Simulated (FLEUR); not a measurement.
# Collinear magnetic orders of NiO with FLEUR, part 2 of 3

A self-consistent run ends on one state, which hangs on the start. Several orders of NiO are started in FLEUR and their energies compared.

FLEUR MaX-R8.1; PBEsol; all-electron FLAPW, Dirac cores, scalar-relativistic bands.

So far, largest spin moment in the muffin-tin sphere (μB): step 2 (order 1, typed as ferro +) 0.927.

### Step 3. Order 2, typed as antiferro q=(0,1/2,1/2) +-

Another pattern of signs weighs the neighbour shells otherwise.

This order needs a doubled cell of 4 atoms. The mesh is halved along the doubled vector, so that both cells sample the same points. The k list default-1 (kpts.xml, not shown) is a Γ-centred 8×4×8 mesh.

Contents of inp.xml:

```
<?xml version="1.0" encoding="UTF-8" standalone="no"?>
<fleurInput fleurInputVersion="0.39">
   <comment>
      NiO
   </comment>
   <calculationSetup>
      <cutoffs Kmax="4.32" Gmax="13.0" GmaxXC="13.0" numbands="0"/>
      <scfLoop itmax="130" minDistance="0.00002" maxIterBroyd="15" imix="Anderson" alpha="0.05" precondParam="0.0" spinf="2.0" sdNocoIR="T"/>
      <coreElectrons ctail="T" frcor="F" kcrel="0" coretail_lmax="0"/>
      <xcFunctional name="PBEs" relativisticCorrections="F"/>
      <magnetism jspins="2"/>
      <soc l_soc="F" theta="0.0" phi="0.0" spav="F"/>
      <expertModes spex="0" secvar="F"/>
      <geometryOptimization l_f="F" forcealpha="1.0" forcemix="BFGS" epsdisp="0.00001" epsforce="0.00001"/>
      <ldaU l_linMix="F" mixParam="0.05" spinf="1.0"/>
   </calculationSetup>
   <cell>
      <bzIntegration valenceElectrons="48.0" mode="hist" fermiSmearingEnergy="0.00183747">
         <kPointListSelection listName="default-1"/>
         <xi:include xmlns:xi="http://www.w3.org/2001/XInclude" href="kpts.xml"> </xi:include>
      </bzIntegration>
      <xi:include xmlns:xi="http://www.w3.org/2001/XInclude" href="sym.xml"> </xi:include>
      <bulkLattice scale="1.0">
         <bravaisMatrix>
            <row-1>    0.0000000000000000     3.9417828250996005     3.9417828250996005</row-1>
            <row-2>    7.8835656501992011     0.0000000000000000     7.8835656501992011</row-2>
            <row-3>    7.8835656501992011     3.9417828250996005     3.9417828250996005</row-3>
         </bravaisMatrix>
      </bulkLattice>
   </cell>
   <atomSpecies>
      <species name="Nickel (Ni2.000" element="Ni" atomicNumber="28">
         <mtSphere radius="2.46" gridPoints="813" logIncrement="0.015"/>
         <atomicCutoffs lmax="10" lnonsphr="8"/>
         <electronConfig flipSpins="F">
            <coreConfig>(1s1/2) (2s1/2) (2p1/2) (2p3/2)</coreConfig>
            <valenceConfig>(3s1/2) (3p1/2) (3p3/2) (4s1/2) (3d3/2) (3d5/2)</valenceConfig>
            <stateOccupation state="(3d3/2)" spinUp="2.0" spinDown="1.2"/>
            <stateOccupation state="(3d5/2)" spinUp="3.0" spinDown="1.8"/>
         </electronConfig>
         <energyParameters s="4" p="4" d="3" f="4"/>
         <lo type="SCLO" l="0" n="3" eDeriv="0"/>
         <lo type="SCLO" l="1" n="3" eDeriv="0"/>
      </species>
      <species name="Nickel (Ni-2.000" element="Ni" atomicNumber="28">
         <mtSphere radius="2.46" gridPoints="813" logIncrement="0.015"/>
         <atomicCutoffs lmax="10" lnonsphr="8"/>
         <electronConfig flipSpins="F">
            <coreConfig>(1s1/2) (2s1/2) (2p1/2) (2p3/2)</coreConfig>
            <valenceConfig>(3s1/2) (3p1/2) (3p3/2) (4s1/2) (3d3/2) (3d5/2)</valenceConfig>
            <stateOccupation state="(3d3/2)" spinUp="1.2" spinDown="2.0"/>
            <stateOccupation state="(3d5/2)" spinUp="1.8" spinDown="3.0"/>
         </electronConfig>
         <energyParameters s="4" p="4" d="3" f="4"/>
         <lo type="SCLO" l="0" n="3" eDeriv="0"/>
         <lo type="SCLO" l="1" n="3" eDeriv="0"/>
      </species>
      <species name="Oxygen (O)" element="O" atomicNumber="8">
         <mtSphere radius="1.39" gridPoints="461" logIncrement="0.023"/>
         <atomicCutoffs lmax="6" lnonsphr="4"/>
         <electronConfig flipSpins="F">
            <coreConfig>(1s1/2)</coreConfig>
            <valenceConfig>(2s1/2) (2p1/2) (2p3/2)</valenceConfig>
            <stateOccupation state="(2p1/2)" spinUp="0.666667" spinDown="0.666667"/>
            <stateOccupation state="(2p3/2)" spinUp="1.333333" spinDown="1.333333"/>
         </electronConfig>
         <energyParameters s="2" p="2" d="3" f="4"/>
      </species>
   </atomSpecies>
   <atomGroups>
      <atomGroup species="Nickel (Ni2.000">
         <relPos label="                   1">.0000000000 .0000000000 .0000000000</relPos>
         <force calculate="T" relaxXYZ="TTT"/>
      </atomGroup>
      <atomGroup species="Nickel (Ni-2.000">
         <relPos label="                   2">.0000000000 1.000/2.000 .0000000000</relPos>
         <force calculate="T" relaxXYZ="TTT"/>
      </atomGroup>
      <atomGroup species="Oxygen (O)">
         <relPos label="                   3">1.000/2.000 .0000000000 1.000/2.000</relPos>
         <force calculate="T" relaxXYZ="TTT"/>
      </atomGroup>
      <atomGroup species="Oxygen (O)">
         <relPos label="                   4">1.000/2.000 1.000/2.000 1.000/2.000</relPos>
         <force calculate="T" relaxXYZ="TTT"/>
      </atomGroup>
   </atomGroups>
   <output dos="F" band="F" slice="F">
      <bandDOS minEnergy="-.5*Htr" maxEnergy="0.5*Htr" sigma="0.015" storeEVData="T"/>
      <plotting iplot="0" polar="F">
         <plot TwoD="T" vec1="  1.0  0.0  0.0" vec2="  0.0  1.0  0.0" vec3="  0.0  0.0  1.0" zero="  0.0  0.0  0.0" file="plot"/>
      </plotting>
      <moessbauerParams electricFieldGradient="F" isomerShift="F" coreHyperfine="F" valenceHyperfine="F"/>
   </output>
</fleurInput>
```

Contents of crystal.txt:

```
NiO
&input film=F cartesian=F /
0.00000000000  2.08590164140  2.08590164140
4.17180328280  0.00000000000  4.17180328280
4.17180328280  2.08590164140  2.08590164140
1.8897261246
1.0 1.0 1.0

4
28 0.00000000000  0.00000000000  0.00000000000 : 2.000
28 0.00000000000  0.50000000000  0.00000000000 : -2.000
8 0.50000000000  0.00000000000  0.50000000000
8 0.50000000000  0.50000000000  0.50000000000

&kpt div1=8 div2=4 div3=8 gamma=T /
```

Launch:

```bash
OMP_NUM_THREADS=1 inpgen -f crystal.txt > inpgen.log  # inp.xml is then edited as shown
OMP_NUM_THREADS=1 mpirun -n 4 fleur_MPI > fleur.log
```

The program printed:

```text
[banner, memory and clock lines left out]
Welcome to FLEUR        (www.flapw.de)
      MaX-Release 8.1          (www.max-centre.eu)

 ========== k-point set info ==========
 Selected k-point list: default-1
 k-point list type: mesh
 0 x 0 x 0
 Number of k points: 80

 ------------Calculation Setup---------------------------
 Number of PE/node        :            4
 Number of OMP-threads    :            1
 k-points in parallel     :            4
 pe's per k-point         :            1
 No of k-point loops      :           20
 Eigenvalue solver        :       lapack
 Number of basis functions:          376
 Approximate size of matrices (H+S) per k-point:         0.002 GB
 Iteration:     1   Distance:      31.83991761 me/bohr^3
 Iteration:     2   Distance:      29.86273416 me/bohr^3
 Iteration:     3   Distance:      26.18932786 me/bohr^3
 Iteration:     4   Distance:      22.18415633 me/bohr^3
 Iteration:     5   Distance:      12.42350588 me/bohr^3
 Iteration:     6   Distance:      12.31274048 me/bohr^3
 Iteration:     7   Distance:       3.90045351 me/bohr^3
 Iteration:     8   Distance:       3.74689188 me/bohr^3
 Iteration:     9   Distance:       2.88386011 me/bohr^3
 Iteration:    10   Distance:       3.22370691 me/bohr^3
[... 21 iterations left out ...]
 Iteration:    32   Distance:       0.00166223 me/bohr^3
 Iteration:    33   Distance:       0.00100405 me/bohr^3
 Iteration:    34   Distance:       0.00056827 me/bohr^3
 Iteration:    35   Distance:       0.00030783 me/bohr^3
 Iteration:    36   Distance:       0.00015551 me/bohr^3
 Iteration:    37   Distance:       0.00016702 me/bohr^3
 Iteration:    38   Distance:       0.00011000 me/bohr^3
 Iteration:    39   Distance:       0.00003495 me/bohr^3
 Iteration:    40   Distance:       0.00002718 me/bohr^3
 Iteration:    41   Distance:       0.00001078 me/bohr^3

 ********************************************************************
 Run finished successfully
 Stop message:
   all done
 ********************************************************************

--- out.xml (last complete iteration) ---
<iteration numberForCurrentRun="   41" overallNumber="   41">
         [... left out ...]
         <bandgap value="0.1009607029" units="eV"/>
         <sumValenceSingleParticleEnergies value="-33.7205531149" units="Htr"/>
         <FermiEnergy value="0.3188710340" units="Htr"/>
         <valenceDensity>
            <mtCharges spin="1">
               <mtCharge atomType="1" total="9.0646595" s="1.1907608" p="3.2377669" d="4.5567072" f="0.0560199"/>
               <mtCharge atomType="2" total="8.3891531" s="1.1793276" p="3.2259660" d="3.9053560" f="0.0554589"/>
               <mtCharge atomType="3" total="2.1698893" s="0.6940976" p="1.4709997" d="0.0042501" f="0.0004499"/>
               <mtCharge atomType="4" total="2.2042080" s="0.6993809" p="1.4997867" d="0.0044760" f="0.0004682"/>
            </mtCharges>
            <mtCharges spin="2">
               <mtCharge atomType="1" total="8.3891531" s="1.1793276" p="3.2259660" d="3.9053560" f="0.0554589"/>
               <mtCharge atomType="2" total="9.0646595" s="1.1907608" p="3.2377669" d="4.5567072" f="0.0560199"/>
               <mtCharge atomType="3" total="2.2042080" s="0.6993809" p="1.4997867" d="0.0044760" f="0.0004682"/>
               <mtCharge atomType="4" total="2.1698893" s="0.6940976" p="1.4709997" d="0.0042501" f="0.0004499"/>
            </mtCharges>
            <spinDependentCharge spin="1" total="24.0000000" interstitial="2.1720901" mtSpheres="21.8279099"/>
            <spinDependentCharge spin="2" total="24.0000000" interstitial="2.1720901" mtSpheres="21.8279099"/>
            <totalCharge value="48.0000000000"/>
         </valenceDensity>
         [... left out ...]
         <magneticMomentsInMTSpheres units="muBohr">
            <globalMagMoment atomType="1" vec="0.00000   0.00000   0.67551"/>
            <localMagMoment atomType="1" vec="0.00000   0.00000   0.67551"/>
            <globalMagMoment atomType="2" vec="0.00000   0.00000  -0.67551"/>
            <localMagMoment atomType="2" vec="0.00000   0.00000  -0.67551"/>
            <globalMagMoment atomType="3" vec="0.00000   0.00000  -0.03432"/>
            <localMagMoment atomType="3" vec="0.00000   0.00000  -0.03432"/>
            <globalMagMoment atomType="4" vec="0.00000   0.00000   0.03432"/>
            <localMagMoment atomType="4" vec="0.00000   0.00000   0.03432"/>
         </magneticMomentsInMTSpheres>
         [... left out ...]
         <totalEnergy value="    -3189.0397527826" units="Htr">
            <sumOfEigenvalues value="    -1816.5831832072">
               <coreElectrons value="-1782.8626300923"/>
               <valenceElectrons value="-33.7205531149"/>
            </sumOfEigenvalues>
            <densityCoulombPotentialIntegral value="-4868.1404448830"/>
            <densityEffectivePotentialIntegral value="-5052.8636830144"/>
            <chargeDenXCDenIntegral value="-141.0822317642"/>
            <FockExchangeEnergyValence value="0.0000000000"/>
            <FockExchangeEnergyCore value="0.0000000000"/>
         [... left out ...]
            <tkbTimesEntropy value="0.0008587787"/>
            <freeEnergy value="-3189.0406115613"/>
            <extrapolationTo0K value="-3189.0401821719"/>
         </totalEnergy>
         <densityConvergence units="me/bohr^3">
            <chargeDensity spin="1" distance="0.0000059061"/>
            <chargeDensity spin="2" distance="0.0000061221"/>
            <overallChargeDensity distance="0.0000053415"/>
            <spinDensity distance="0.0000107792"/>
         </densityConvergence>
      </iteration>
```

Wall time 91 s (4 MPI ranks of Intel Xeon 6975P-C (Granite Rapids), shared host); peak memory 0.45 GiB; 6.1 min of CPU time.

Spin moment in the muffin-tin sphere by atom:

```
atom  spin moment in the muffin-tin sphere (μB)
 Ni1                                      0.675
 Ni2                                     -0.675
  O3                                     -0.034
  O4                                      0.034
```

Read from the output:

- free energy: -86778.2158 eV
- program's band gap on this mesh (in a metal only a level spacing): 0.1010 eV
- magnetization: 0 μB
- final state: antiferromagnetic

It lies 13.4 meV a seeded atom over the first start, and its largest moment is 0.676 μB against 0.927 μB.

### Step 4. Run 3 (antiferro q=(0,0,1/2) +-)

An opposed order shows whether neighbours prefer unlike signs.

This order needs a doubled cell of 4 atoms. The mesh is halved along the doubled vector, so that both cells sample the same points. The k list default-1 (kpts.xml, not shown) is a Γ-centred 8×8×4 mesh.

inp.xml: that of step 3 with these lines changed.

```diff
@@ -25,4 +25,4 @@
             <row-1>    0.0000000000000000     3.9417828250996005     3.9417828250996005</row-1>
-            <row-2>    7.8835656501992011     0.0000000000000000     7.8835656501992011</row-2>
-            <row-3>    7.8835656501992011     3.9417828250996005     3.9417828250996005</row-3>
+            <row-2>    3.9417828250996005     0.0000000000000000     3.9417828250996005</row-2>
+            <row-3>    7.8835656501992011     7.8835656501992011     0.0000000000000000</row-3>
          </bravaisMatrix>
@@ -75,3 +75,3 @@
       <atomGroup species="Nickel (Ni-2.000">
-         <relPos label="                   2">.0000000000 1.000/2.000 .0000000000</relPos>
+         <relPos label="                   2">.0000000000 .0000000000 1.000/2.000</relPos>
          <force calculate="T" relaxXYZ="TTT"/>
@@ -79,7 +79,4 @@
       <atomGroup species="Oxygen (O)">
-         <relPos label="                   3">1.000/2.000 .0000000000 1.000/2.000</relPos>
-         <force calculate="T" relaxXYZ="TTT"/>
-      </atomGroup>
-      <atomGroup species="Oxygen (O)">
-         <relPos label="                   4">1.000/2.000 1.000/2.000 1.000/2.000</relPos>
+         <relPos label="                   3">1.000/2.000 1.000/2.000 1.000/4.000</relPos>
+         <relPos label="                   4">1.000/2.000 1.000/2.000 -1.000/4.000</relPos>
          <force calculate="T" relaxXYZ="TTT"/>
```

Contents of crystal.txt:

```
NiO
&input film=F cartesian=F /
0.00000000000  2.08590164140  2.08590164140
2.08590164140  0.00000000000  2.08590164140
4.17180328280  4.17180328280  0.00000000000
1.8897261246
1.0 1.0 1.0

4
28 0.00000000000  0.00000000000  0.00000000000 : 2.000
28 0.00000000000  0.00000000000  0.50000000000 : -2.000
8 0.50000000000  0.50000000000  0.25000000000
8 0.50000000000  0.50000000000  0.75000000000

&kpt div1=8 div2=8 div3=4 gamma=T /
```

The program printed:

```text
[banner, memory and clock lines left out]
Welcome to FLEUR        (www.flapw.de)
      MaX-Release 8.1          (www.max-centre.eu)

 ========== k-point set info ==========
 Selected k-point list: default-1
 k-point list type: mesh
 0 x 0 x 0
 Number of k points: 80

 [... set-up left out ...]
 Iteration:     1   Distance:      36.00064201 me/bohr^3
 Iteration:     2   Distance:      33.22550109 me/bohr^3
 Iteration:     3   Distance:      19.52257878 me/bohr^3
 Iteration:     4   Distance:      18.15520765 me/bohr^3
 Iteration:     5   Distance:      12.76933051 me/bohr^3
[...]
<sumOfEigenvalues value="    -1816.9290678266">
               <coreElectrons value="-1782.9822175105"/>
               <valenceElectrons value="-33.9468503162"/>
            </sumOfEigenvalues>
         [... left out ...]
            <freeEnergy value="-3189.0605499005"/>
            <extrapolationTo0K value="-3189.0605493440"/>
         </totalEnergy>
         <densityConvergence units="me/bohr^3">
            <chargeDensity spin="1" distance="0.0000077761"/>
            <chargeDensity spin="2" distance="0.0000076064"/>
            <overallChargeDensity distance="0.0000084803"/>
            <spinDensity distance="0.0000128348"/>
         </densityConvergence>
      </iteration>
```

The job ended after 46 s (4 MPI ranks; peak memory 0.39 GiB; 3.1 min of CPU time).

Spin moment in the muffin-tin sphere by atom:

```
atom  spin moment in the muffin-tin sphere (μB)
 Ni1                                       1.31
 Ni2                                      -1.31
  O3                                       0.00
  O4                                       0.00
```

This step gave:

```yaml
free_energy: -86778.7584 eV
program_s_band_gap_on_this_mesh_in_a_metal_only_a_level_spacing: 0.7422 eV
magnetization: 0 μB
final_state: antiferromagnetic
```

It lies 258 meV a seeded atom under the first start, and its largest moment is 1.31 μB against 0.927 μB.

(Continued in part 3 of 3.)

[Logs and program files are shortened in this print: banners, set-up blocks, solver, clock and traceback lines can be left out without a mark of their own.]

[Logs are printed without paths, hosts, clocks, repeated set-up lines and the standing remarks that a program may print on its own settings, such as how far it seeks lower states.]

[Hosts, paths, dates, database ids (printed as entryN), source tags and the programs' standing remarks are cut or masked in the printed files.]

[Where a cell is said to come from a database of computed structures, the database is the Materials Project.]
